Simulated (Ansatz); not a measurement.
## O on Ir(111): change of the work function

Wanted: Δφ(θ) for O/Ir(111), starting from the fcc site.

Method: plane-wave DFT, PBE, Ansatz PAW, in Ansatz 0.2.0.

### Step 1. The starting structure

The cell holds 4 atoms: 4 Ir. Its edges and angles: a = 2.715 Å, b = 2.715 Å, c = 24.651 Å, α = 90.0°, β = 90.0°, γ = 60.0°. Vacuum lies along c.

### Step 2. The clean slab

The bare slab comes first, as the zero from which every change is counted. The two lowest layers are held at bulk places and the upper ones relax. The dipole correction removes the false field that a one-sided slab makes across the periodic vacuum, so each face gets a flat vacuum level of its own.

input.yaml reads:

```yaml
crystal:
  lattice:
    - [2.7152900398, 0.0, 0.0]
    - [1.3576450199, 2.3515101531, 0.0]
    - [0.0, 0.0, 24.6510751011]
  atoms:
    - { symbol: Ir, position: [0.0, 0.0, 0.3650956383] }
    - { symbol: Ir, position: [0.3333333333, 0.3333333333, 0.4550318794] }
    - { symbol: Ir, position: [0.6666666667, 0.6666666667, 0.5449681206] }
    - { symbol: Ir, position: [0.0, 0.0, 0.6349043617] }
kpoints:
  mp_grid: { grid: [12, 12, 1] }
hamiltonian:
  xc: pbe
scf:
  occupations: { method: fermi_dirac, width: 0.1 }
  convergence: { dr2_threshold: 1.0e-08 }
efield:
  axis: 3
  dipole_correction: true
  ramp_position: 0.97
  ramp_width: 0.06
relax:
  f_tol: 0.02
  max_steps: 60
  constraints: [{ sites: [0, 1] }]
output:
  write_potential: true
  write_density: true
  volumetric_format: npy
```

Run with:

```
> ansatz run input.yaml --threads 4 --pin off --max-ram 6144MiB --backend cpu --events-out ev --progress --plain --runs-dir out
```

Numbers of over 12 decimals in the logs are rounded to 6 here.

The log of the run:

```text
Engine: ansatz 0.2.0, x86_64-unknown-linux-gnu
Pseudopotentials: kind: paw
Pseudopotential: Ir, paw, valence charge 17, recommended cutoff 420 eV (normal), Ir.paw.azcp
Functional definition: PBE
  parameter kappa = 0.804
  parameter beta = 0.066725
  exchange = pbe_x(kappa = kappa, mu = beta*pi^2/3)
  correlation = pbe_c(beta = beta)
Crystal: 4 atoms, lattice volume = 157.398 Å³
Basis set: ecut = 420 eV, 3101 PW (Γ), exchange–correlation on 40×40×360 points (8 copies of the dense FFT grid, shifted against one another)
Bands: 41, of which v1, the nominal top of the filled ones, is band 34 counted from 1 (33 counted from 0)
Symmetry: 6 space group operations
k-points: 19 of 144 (time reversal used)
Non-local potential: Ir, projectors of the file, l = 0: 3, l = 1: 2, l = 2: 2, l = 3: 1
PAW form: soft (Blöchl's): semilocal exchange-correlation on the pseudo side does not see the compensation charge
PAW one-centre angular grid: Ir, 590 points (default); XC on 64 Gauss nodes
Initial density: superposition of atomic densities (neutral atoms: chi_scale 0, normalization atom), corrected by the library's trained network
Initial wavefunctions: pseudopotential atomic-orbital guess
Functional: x = pbe(κ = 0.804, μ = 0.219515), c = pbe(β = 0.066725)
SCF iter   1: F=—  HF=-47739.534662 eV  |F-HF|=—  |Δ(HF+E_count)|=         —  Δρ=6.19e-3  dr2=3.30e-1  ethr=1.77e-3  p=0.000 e·Å  D=2.60e-13 V/Å  ΔV_dip=-0.00 eV  dr2_dipole=3.63e-7  V_vac-E_F(+/−)=5.19/5.19 eV  ⟨swp⟩=7.8  Hψ=3557  notcnv=0  defer=2
efield: sawtooth ramp at fractional position 0.9700 (set: `efield.ramp_position`, or a place that a band, a saddle search or an elastic batch's reference lends), width 0.0600; the density the first Hamiltonian is built on has a dipole p = 0.000 e·Å; the dipole correction subtracts the counter field D = 2.60e-13 V/Å, which shifts the + side's vacuum level by -0.00 eV against the − side's; the planar-averaged density in the ramp window peaks in size at 1.1e-5 e/Å³
preconditioner: auto → LDOS  [metal: Δε(μ)=0.097 eV  Ē_g=6.266 eV  σ=0.100 eV  W_gap=0.23  n_scr=18 (ndim 8)  ℏωp=17.8 eV  f_vac=0.579  D(μ)=3.93/eV (n_scr^D=16)  β→1.0]
SCF iter   2: F=—  HF=-47739.532900 eV  |F-HF|=—  |Δ(HF+E_count)|=   1.76e-3  Δρ=2.42e-3  dr2=2.91e-2  ethr=4.85e-4  p=-0.000 e·Å  D=-4.09e-5 V/Å  ΔV_dip=0.00 eV  dr2_dipole=6.09e-7  V_vac-E_F(+/−)=5.47/5.47 eV  ⟨swp⟩=1.8  Hψ=981  notcnv=0  defer=3
SCF iter   3: F=—  HF=-47739.530408 eV  |F-HF|=—  |Δ(HF+E_count)|=   2.49e-3  Δρ=5.42e-4  dr2=4.60e-4  ethr=4.28e-5  p=-0.000 e·Å  D=-3.22e-6 V/Å  ΔV_dip=0.00 eV  dr2_dipole=1.63e-8  V_vac-E_F(+/−)=5.48/5.48 eV  ⟨swp⟩=1.8  Hψ=1050  notcnv=0  defer=3
SCF iter   4: F=—  HF=-47739.530405 eV  |F-HF|=—  |Δ(HF+E_count)|=   3.47e-6  Δρ=1.07e-4  dr2=1.71e-5  ethr=6.77e-7  p=-0.000 e·Å  D=-2.53e-6 V/Å  ΔV_dip=0.00 eV  dr2_dipole=6.07e-10  V_vac-E_F(+/−)=5.49/5.48 eV  ⟨swp⟩=2.5  Hψ=1492  notcnv=0  defer=3
SCF iter   5: F=—  HF=-47739.530409 eV  |F-HF|=—  |Δ(HF+E_count)|=   4.46e-6  Δρ=3.97e-5  dr2=2.39e-6  ethr=2.51e-8  p=-0.000 e·Å  D=-6.56e-7 V/Å  ΔV_dip=0.00 eV  dr2_dipole=1.79e-10  V_vac-E_F(+/−)=5.49/5.49 eV  ⟨swp⟩=3.4  Hψ=1846  notcnv=0  defer=3
SCF iter   6: F=—  HF=-47739.530404 eV  |F-HF|=—  |Δ(HF+E_count)|=   5.11e-6  Δρ=1.68e-5  dr2=6.20e-7  ethr=3.51e-9  p=-0.000 e·Å  D=-9.97e-7 V/Å  ΔV_dip=0.00 eV  dr2_dipole=7.97e-11  V_vac-E_F(+/−)=5.49/5.49 eV  ⟨swp⟩=2.4  Hψ=1294  notcnv=0  defer=3
SCF iter   7: F=—  HF=-47739.530405 eV  |F-HF|=—  |Δ(HF+E_count)|=   3.14e-7  Δρ=3.99e-6  dr2=5.24e-8  ethr=9.12e-10  p=-0.000 e·Å  D=-2.22e-7 V/Å  ΔV_dip=0.00 eV  dr2_dipole=1.25e-12  V_vac-E_F(+/−)=5.49/5.49 eV  ⟨swp⟩=2.8  Hψ=1527  notcnv=0  defer=3
SCF iter   8: F=-47739.530405 eV  HF=-47739.530405 eV  |F-HF|=7.64e-9  |Δ(HF+E_count)|=   1.78e-8  Δρ=1.09e-6  dr2=3.19e-9  ethr=1.47e-11  p=-0.000 e·Å  D=-3.81e-8 V/Å  ΔV_dip=0.00 eV  dr2_dipole=9.23e-15  V_vac-E_F(+/−)=5.49/5.49 eV  ⟨swp⟩=11.1  Hψ=5991  notcnv=0
SCF 1 converged in 8 iterations: F = -47739.530405 eV  dr2 = 3.19e-9
  greatest PAW one-centre occupation: 1.000 electrons in one spin orbital (limit 2), on the Ir atom at site 1 (counted from 0), in its partial waves of l = 0
relax step   1: F+E_penalty+E_count = -47739.53040454 eV  Δ(F+E_penalty+E_count) = +0.000e0 eV  max|allowed force component| = 1.352e-1 eV/Å  Δτ_max = 0.0000 Å  (8 SCF iters, accepted)
Initial density: handed on by an earlier stage of this run
Initial wavefunctions: those handed on with the density
iter 1 solved again at ethr=1.27e-4 eV; its pass at ethr=3.10e-3 eV (dr2=8.61e-2 eV) is discarded
SCF iter   1: F=—  HF=-47739.531029 eV  |F-HF|=—  |Δ(HF+E_count)|=         —  Δρ=2.46e-3  dr2=7.87e-2  ethr=1.27e-4  p=-0.000 e·Å  D=-3.37e-7 V/Å  ΔV_dip=0.00 eV  dr2_dipole=3.17e-2  V_vac-E_F(+/−)=5.48/5.48 eV  ⟨swp⟩=1.9  Hψ=2300  notcnv=0  defer=5
efield: sawtooth ramp at fractional position 0.9700 (set: `efield.ramp_position`, or a place that a band, a saddle search or an elastic batch's reference lends), width 0.0600; the density the first Hamiltonian is built on has a dipole p = -0.000 e·Å; the dipole correction subtracts the counter field D = -3.37e-7 V/Å, which shifts the + side's vacuum level by +0.00 eV against the − side's; the planar-averaged density in the ramp window peaks in size at 2.8e-6 e/Å³
preconditioner: auto → LDOS  [metal: Δε(μ)=0.080 eV  Ē_g=6.312 eV  σ=0.100 eV  W_gap=0.19  n_scr=18 (ndim 8)  ℏωp=17.8 eV  f_vac=0.582  D(μ)=3.84/eV (n_scr^D=16)  β→1.0]
SCF iter   2: F=—  HF=-47739.530294 eV  |F-HF|=—  |Δ(HF+E_count)|=   7.34e-4  Δρ=1.06e-3  dr2=4.86e-3  ethr=1.16e-4  p=0.002 e·Å  D=2.34e-3 V/Å  ΔV_dip=-0.06 eV  dr2_dipole=1.15e-3  V_vac-E_F(+/−)=5.44/5.50 eV  ⟨swp⟩=2.0  Hψ=965  notcnv=0  defer=5
SCF iter   3: F=—  HF=-47739.529493 eV  |F-HF|=—  |Δ(HF+E_count)|=   8.01e-4  Δρ=4.91e-4  dr2=1.58e-3  ethr=7.15e-6  p=0.000 e·Å  D=5.10e-4 V/Å  ΔV_dip=-0.01 eV  dr2_dipole=1.15e-5  V_vac-E_F(+/−)=5.48/5.49 eV  ⟨swp⟩=3.0  Hψ=1497  notcnv=0  defer=5
SCF iter   4: F=—  HF=-47739.529185 eV  |F-HF|=—  |Δ(HF+E_count)|=   3.08e-4  Δρ=7.80e-5  dr2=1.08e-5  ethr=2.32e-6  p=0.001 e·Å  D=9.35e-4 V/Å  ΔV_dip=-0.02 eV  dr2_dipole=1.05e-6  V_vac-E_F(+/−)=5.47/5.49 eV  ⟨swp⟩=2.2  Hψ=1153  notcnv=0  defer=5
SCF iter   5: F=—  HF=-47739.529181 eV  |F-HF|=—  |Δ(HF+E_count)|=   4.36e-6  Δρ=3.71e-5  dr2=3.99e-6  ethr=1.59e-8  p=0.001 e·Å  D=8.37e-4 V/Å  ΔV_dip=-0.02 eV  dr2_dipole=1.42e-8  V_vac-E_F(+/−)=5.47/5.50 eV  ⟨swp⟩=2.9  Hψ=1583  notcnv=0  defer=5
SCF iter   6: F=—  HF=-47739.529168 eV  |F-HF|=—  |Δ(HF+E_count)|=   1.25e-5  Δρ=9.87e-6  dr2=2.11e-7  ethr=5.87e-9  p=0.001 e·Å  D=7.52e-4 V/Å  ΔV_dip=-0.02 eV  dr2_dipole=5.91e-9  V_vac-E_F(+/−)=5.48/5.49 eV  ⟨swp⟩=2.2  Hψ=1200  notcnv=0  defer=5
SCF iter   7: F=—  HF=-47739.529168 eV  |F-HF|=—  |Δ(HF+E_count)|=   2.29e-7  Δρ=4.00e-6  dr2=3.19e-8  ethr=3.11e-10  p=0.001 e·Å  D=7.22e-4 V/Å  ΔV_dip=-0.02 eV  dr2_dipole=6.67e-9  V_vac-E_F(+/−)=5.48/5.49 eV  ⟨swp⟩=3.1  Hψ=1431  notcnv=0  defer=5
SCF iter   8: F=-47739.529169 eV  HF=-47739.529169 eV  |F-HF|=8.46e-9  |Δ(HF+E_count)|=   8.40e-8  Δρ=1.08e-6  dr2=2.72e-9  ethr=1.47e-11  p=0.001 e·Å  D=7.05e-4 V/Å  ΔV_dip=-0.02 eV  dr2_dipole=3.09e-10  V_vac-E_F(+/−)=5.48/5.49 eV  ⟨swp⟩=11.2  Hψ=5985  notcnv=0
SCF 2 converged in 8 iterations: F = -47739.529169 eV  dr2 = 2.72e-9
  greatest PAW one-centre occupation: 1.000 electrons in one spin orbital (limit 2), on the Ir atom at site 2 (counted from 0), in its partial waves of l = 0
relax step   2: F+E_penalty+E_count = -47739.52916854 eV  Δ(F+E_penalty+E_count) = +1.236e-3 eV  max|allowed force component| = 2.063e-1 eV/Å  Δτ_max = 0.0402 Å  (8 SCF iters, rejected (line search))
SCF iter   1: F=—  HF=-47739.532182 eV  |F-HF|=—  |Δ(HF+E_count)|=         —  Δρ=1.53e-3  dr2=2.86e-2  ethr=4.36e-4  p=0.001 e·Å  D=7.05e-4 V/Å  ΔV_dip=-0.02 eV  dr2_dipole=1.13e-2  V_vac-E_F(+/−)=5.48/5.50 eV  ⟨swp⟩=2.7  Hψ=1390  notcnv=0  defer=5
efield: sawtooth ramp at fractional position 0.9700 (set: `efield.ramp_position`, or a place that a band, a saddle search or an elastic batch's reference lends), width 0.0600; the density the first Hamiltonian is built on has a dipole p = 0.001 e·Å; the dipole correction subtracts the counter field D = 7.05e-4 V/Å, which shifts the + side's vacuum level by -0.02 eV against the − side's; the planar-averaged density in the ramp window peaks in size at 2.3e-6 e/Å³
preconditioner: auto → LDOS  [metal: Δε(μ)=0.082 eV  Ē_g=6.284 eV  σ=0.100 eV  W_gap=0.20  n_scr=18 (ndim 8)  ℏωp=17.8 eV  f_vac=0.581  D(μ)=3.88/eV (n_scr^D=16)  β→1.0]
SCF iter   2: F=—  HF=-47739.531729 eV  |F-HF|=—  |Δ(HF+E_count)|=   4.53e-4  Δρ=6.52e-4  dr2=1.43e-3  ethr=4.20e-5  p=-0.000 e·Å  D=-4.32e-4 V/Å  ΔV_dip=0.01 eV  dr2_dipole=2.25e-4  V_vac-E_F(+/−)=5.50/5.49 eV  ⟨swp⟩=2.1  Hψ=1154  notcnv=0  defer=5
SCF iter   3: F=—  HF=-47739.531483 eV  |F-HF|=—  |Δ(HF+E_count)|=   2.46e-4  Δρ=3.15e-4  dr2=6.21e-4  ethr=2.10e-6  p=0.000 e·Å  D=4.60e-4 V/Å  ΔV_dip=-0.01 eV  dr2_dipole=3.41e-6  V_vac-E_F(+/−)=5.48/5.49 eV  ⟨swp⟩=2.9  Hψ=1511  notcnv=0  defer=5
SCF iter   4: F=—  HF=-47739.531357 eV  |F-HF|=—  |Δ(HF+E_count)|=   1.26e-4  Δρ=4.39e-5  dr2=3.31e-6  ethr=9.13e-7  p=0.000 e·Å  D=1.92e-4 V/Å  ΔV_dip=-0.00 eV  dr2_dipole=7.78e-8  V_vac-E_F(+/−)=5.49/5.49 eV  ⟨swp⟩=2.1  Hψ=1153  notcnv=0  defer=5
SCF iter   5: F=—  HF=-47739.531341 eV  |F-HF|=—  |Δ(HF+E_count)|=   1.61e-5  Δρ=2.02e-5  dr2=1.03e-6  ethr=4.87e-9  p=0.000 e·Å  D=2.40e-4 V/Å  ΔV_dip=-0.01 eV  dr2_dipole=6.17e-9  V_vac-E_F(+/−)=5.49/5.49 eV  ⟨swp⟩=3.1  Hψ=1636  notcnv=0  defer=5
SCF iter   6: F=—  HF=-47739.531341 eV  |F-HF|=—  |Δ(HF+E_count)|=   3.79e-7  Δρ=8.02e-6  dr2=1.31e-7  ethr=1.52e-9  p=0.000 e·Å  D=2.78e-4 V/Å  ΔV_dip=-0.01 eV  dr2_dipole=2.75e-9  V_vac-E_F(+/−)=5.49/5.49 eV  ⟨swp⟩=2.2  Hψ=1171  notcnv=0  defer=5
SCF iter   7: F=—  HF=-47739.531342 eV  |F-HF|=—  |Δ(HF+E_count)|=   1.54e-7  Δρ=2.33e-6  dr2=1.12e-8  ethr=1.92e-10  p=0.000 e·Å  D=2.91e-4 V/Å  ΔV_dip=-0.01 eV  dr2_dipole=3.51e-9  V_vac-E_F(+/−)=5.49/5.49 eV  ⟨swp⟩=2.3  Hψ=1199  notcnv=0  defer=5
SCF iter   8: F=-47739.531342 eV  HF=-47739.531342 eV  |F-HF|=4.80e-9  |Δ(HF+E_count)|=   3.00e-8  Δρ=5.88e-7  dr2=7.04e-10  ethr=1.47e-11  p=0.000 e·Å  D=2.99e-4 V/Å  ΔV_dip=-0.01 eV  dr2_dipole=3.52e-11  V_vac-E_F(+/−)=5.49/5.49 eV  ⟨swp⟩=10.5  Hψ=5642  notcnv=0
SCF 3 converged in 8 iterations: F = -47739.531342 eV  dr2 = 7.04e-10
relax step   3: F+E_penalty+E_count = -47739.53134163 eV  Δ(F+E_penalty+E_count) = -9.371e-4 eV  max|allowed force component| = 2.789e-3 eV/Å  Δτ_max = 0.0158 Å  (8 SCF iters, accepted)
NSCF: frozen V_eff on 19 k-points
the band table was solved once a step of the walk had ended and its energy, with any forces and stress, was formed, with the checks that follow a solve (3881 applications of the Hamiltonian). They found nothing against the state; the energy, forces and stress were not computed again (output.eigenvalues in the input reference)
WARN: The output density's exchange-correlation potential varies sharply where the density is thin. Do not read a vacuum level from v_tot or v_xc, or from such a field of the output density. On a cell that repeats whose density bears no net charge and no dipole along the vacuum's axis use v_es (v_loc + v_h of the components); under efield.dipole_correction with no amplitude use v_es + v_field, which holds any externa [...]
SCF converged after 8 iterations
Free energy (F): -47739.531342 eV
Harris-Foulkes:  -47739.531342 eV  (|F-HF|=4.80e-9)
Internal energy: -47739.398849 eV  (E = F + TS)
E sigma→0 (E₀):  -47739.465095 eV
Entropy (-TS):   -0.132493 eV (-33.123 meV/atom)
Fermi energy:    5.735751 eV
Dipole field:    D = 0.000308 V/Å  (p = 0.000268 e·Å, saw-weighted, corrected)
Work function:   Φ+ = 5.4864 eV   Φ− = 5.4940 eV
Levels:          The Fermi level and band energies are counted from a zero that moves with the ramp; work functions are not
--- Per-component energies (eV) ---
  E_band       = -1671.576540
  E_kinetic    = 2486.113091
  E_local      = -117421.112783  (includes V_loc(G=0)·N_el)
  E_nonlocal   = 291.629511
  E_hartree    = 57547.560044
  E_xc         = -1068.589999
  E_vxc        = -1195.849487  (∫ρ·V_xc dr)
  E_paw        = -36893.549535  (= ΣΔE_a)
  E_vpaw       = -927.471881  (= ΣTr[D̂ρ^β])
  E_aug_tail   = 0.000219  (compensation charges beyond the density's cutoff)
  E_efield     = 0.000000  (sawtooth field / dipole correction)
  E_vefield    = 0.000096  (∫n·V_field dr)
  E_ewald      = 47318.550604
  E_smearing   = -0.132493  (= −TS)
  E_closure    = -0.000000  (closes the sum)
  Σ components = -47739.531342   (vs F -47739.531342, Δ=0.00e0)
--- Forces (eV/Å), atoms counted from 1 ---
  atom   1  Ir     0.00000000    -0.00000000     0.12831676
  atom   2  Ir     0.00000000    -0.00000000    -0.13090787
  atom   3  Ir     0.00000000     0.00000000    -0.00020095
  atom   4  Ir     0.00000000     0.00000000     0.00278891
  max |Σ_I F_I| component: 3.15e-6 eV/Å
--- Band table (eV; the first three rows and the last of 19) ---
  k-point 0: bands = [... 30 lower, 2.8245, 4.5654, 4.5654, 4.9154, 4.9154, 5.0203, 5.8533, 5.8533, ... 3 higher]
  k-point 1: bands = [... 30 lower, 3.0292, 4.3234, 4.3914, 4.3950, 4.8764, 4.9658, 5.3069, 5.8533, ... 3 higher]
  k-point 2: bands = [... 30 lower, 3.6025, 3.6292, 3.8672, 4.2957, 4.5009, 4.9807, 5.8191, 5.8473, ... 3 higher]
  k-point 18: bands = [... 30 lower, 4.4076, 4.4245, 5.5716, 6.0441, 6.1830, 6.1849, 11.3203, 11.4245, ... 3 higher]
--- Relaxed structure (3 steps of the walk, 2 accepted, 0 SCFs on fresh bases) ---
  F+E_penalty+E_count = -47739.53134163 eV   max|allowed force component| = 2.789e-3 eV/Å
  atoms:
    - { symbol: Ir, position: [0.0, 0.0, 0.365096] }
    - { symbol: Ir, position: [0.333333, 0.333333, 0.4550318794] }
    - { symbol: Ir, position: [0.666667, 0.666667, 0.544863] }
    - { symbol: Ir, position: [-7.456009803012658e-19, 0, 0.634264] }
```

Wall time 5.3 s (4 threads of Intel Xeon Platinum 8488C (Sapphire Rapids), shared host); peak memory 0.62 GiB.

The steps of the relaxation:

```
step  energy less that of the first step (eV)  largest force component (eV/Å)
   1                                   0.0000                          0.1352
   2                                   0.0012                          0.2063
   3                                  -0.0009                          0.0028
```

Relaxation step 2 was tried and not accepted.

The run keeps the 6 symmetry operations that it works with, so distortions that break them were not tested.

The atoms that moved most (Å):

```
atom     dx     dy      dz  length
 Ir4  0.000  0.000  -0.016   0.016
```

Final coordinates:

```xyz
4
Lattice="2.7153 0.0000 0.0000 1.3576 2.3515 0.0000 0.0000 0.0000 24.6511" Properties=species:S:1:pos:R:3
Ir    0.0000    0.0000    9.0000
Ir    1.3576    0.7838   11.2170
Ir    2.7153    1.5677   13.4315
Ir    0.0000    0.0000   15.6353
```

This step gave:

- energy at zero smearing: -47739.4651 eV
- work function, upper face: 5.486 eV
- dipole along the normal: 2.68e-4 e·Å

Running mean over 2.217 Å of the planar mean; the ramp of the sawtooth is left out. The electron's electrostatic potential energy less the Fermi level by z:

z (Å), electron's electrostatic potential energy less the Fermi level (eV) and a bar from the least value:
```
        4        5.5 ##############################
        5        5.5 ##############################
        6        5.4 ##############################
        7        4.3 ############################
        8       -5.5 #############
        9      -12.7 #
       10      -13.3 
       11      -13.5 
       12      -13.6 
       13      -13.6 
       14      -13.6 
       15      -13.3 
       16      -11.7 ###
       17       -0.8 ####################
       18        5.0 #############################
       19        5.5 ##############################
       20        5.5 ##############################
       21        5.5 ##############################
```

The relaxation took 3 steps and lowered the energy by 9.4e-4 eV; the largest force on the free atoms ends at 0.0028 eV/Å.

The work function of the upper face is 5.49 eV.

[end of part 1 of 3]

[Logs are printed without paths, hosts, clocks, repeated set-up lines and the standing remarks that a program may print on its own settings, such as how far it seeks lower states.]

[Hosts, paths, dates, database ids (printed as entryN), source tags and the programs' standing remarks are cut or masked in the printed files.]

[Maps of the electrostatic potential energy from Ansatz leave out the sawtooth potential of an applied field or a dipole correction, so their vacuum need not be flat; planar profiles and work functions include it.]
